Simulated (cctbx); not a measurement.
# A disordered crystal of nominal Yb2Te3PbSe

Cell a = 6.9770 Å, b = 7.2380 Å, c = 8.3020 Å, α = 90.00°, β = 106.89°, γ = 90.00°; space group P2_1/m (no. 11); nominal formula Yb2Te3PbSe.

The data are simulated with cctbx, not measured: Cu Kα, λ = 1.54184 Å, to d = 0.83 Å, 80 % of the full sphere, strongest reflection 40000 counts, noise from counting, a 4 % proportional error and a noise floor of 8 counts (s.d.); no absorption.

With every site full:

```text
Rint 0.030, 788 unique reflections to 0.83 A
cycle     R1     wR2    GooF  max shift (A)
   1  0.0897  0.2032   5.587   0.00128
   2  0.0151  0.0371   1.020   0.00000
final R1 0.0151 wR2 0.0371 GooF 1.020  parameters 39  data/parameter 20.2
atom        x        y        z      Ueq    occ   su(xyz)  su(Uiso or U11)
Pb1    0.25883  0.25000  0.19545   0.0073  1.000  0.00004  0.0002
Yb1    0.73524  0.25000  0.56704   0.0087  1.000  0.00006  0.0002
Yb2    0.71661  0.25000  0.04555   0.0071  1.000  0.00006  0.0002
Te1    0.49000  0.99821  0.74160   0.0096  1.000  0.00005  0.0002
Te2    0.07116  0.25000  0.90152   0.0073  1.000  0.00007  0.0002
Se2    0.06247  0.25000  0.38808   0.0088  1.000  0.00012  0.0004
difference map: max 1.30 min -1.18 rms 0.27
Q1    0.5000  0.0000  0.0000    2    1.30  2.13 A from Te1
Q2    0.3626  0.2500  0.4433    2    1.02  1.97 A from Pb1
Q3    0.0999  0.2045  0.3720    4    0.90  0.46 A from Se2
Q4    0.0893  0.7500  0.9316    2    0.87  1.31 A from Yb2
Q5    0.3505  0.5600  0.8626    4    0.87  1.64 A from Te1
Q6    0.0236  0.7500  0.4838    2    0.82  1.37 A from Se2
```

With the occupancies of the suspect sites free, each still typed as its main element:

```text
Rint 0.030, 788 unique reflections to 0.83 A
cycle     R1     wR2    GooF  max shift (A)
   1  0.0458  0.1199   3.302   0.00023
   3  0.0142  0.0346   0.952   0.00001
final R1 0.0142 wR2 0.0346 GooF 0.952  parameters 41  data/parameter 19.2
atom        x        y        z      Ueq    occ   su(xyz)  su(Uiso or U11)
Pb1    0.25883  0.25000  0.19544   0.0074  1.000  0.00004  0.0001
Yb1    0.73524  0.25000  0.56702   0.0089  1.000  0.00006  0.0002
Yb2    0.71661  0.25000  0.04556   0.0073  1.000  0.00005  0.0002
Te1    0.49004  0.99821  0.74162   0.0097  1.000  0.00005  0.0002
Te2    0.07115  0.25000  0.90151   0.0062  0.978  0.00007  0.0003
Se2    0.06246  0.25000  0.38808   0.0105  1.028  0.00011  0.0005
su of occupancy Te2: 0.003
su of occupancy Se2: 0.005
difference map: max 1.30 min -1.01 rms 0.26
Q1    0.5000  0.0000  0.0000    2    1.30  2.13 A from Te1
Q2    0.3640  0.2500  0.4439    2    0.92  1.98 A from Pb1
Q3    0.3571  0.5612  0.8625    4    0.86  1.61 A from Te1
Q4    0.2101  0.6933  0.5148    4    0.86  0.96 A from Yb1
Q5    0.9949  0.0361  0.6635    4    0.83  2.13 A from Se2
Q6    0.3499  0.0733  0.1575    4    0.76  1.29 A from Te1
```

**Question.** What is the disorder?

X-rays count electrons. Te2 refines to 0.978(0.003), or 50.9 electrons; the site truly holds 0.95 Te and 0.05 Se, 51.1 electrons, which is 0.983 of Te; Se2 refines to 1.028(0.005), or 35.0 electrons; the site truly holds 0.95 Se and 0.05 Te, 34.9 electrons, which is 1.026 of Se. A value under 1 can't tell vacancies from a lighter guest, and one over 1 needs a heavier guest; chemistry or a second radiation must settle which. Occupancy correlates with U and the scale, and the two elements' form factors differ in shape, so the match is approximate.

Freeing them takes R1 from 0.0151 to 0.0142 and GooF from 1.02 to 0.95.

This is a model crystal, built by substitution and not relaxed, with assumed displacement parameters.

[Middle refinement cycles are left out of these outputs.]

[Logs are printed without paths, hosts, clocks, repeated set-up lines and the standing remarks that a program may print on its own settings, such as how far it seeks lower states.]
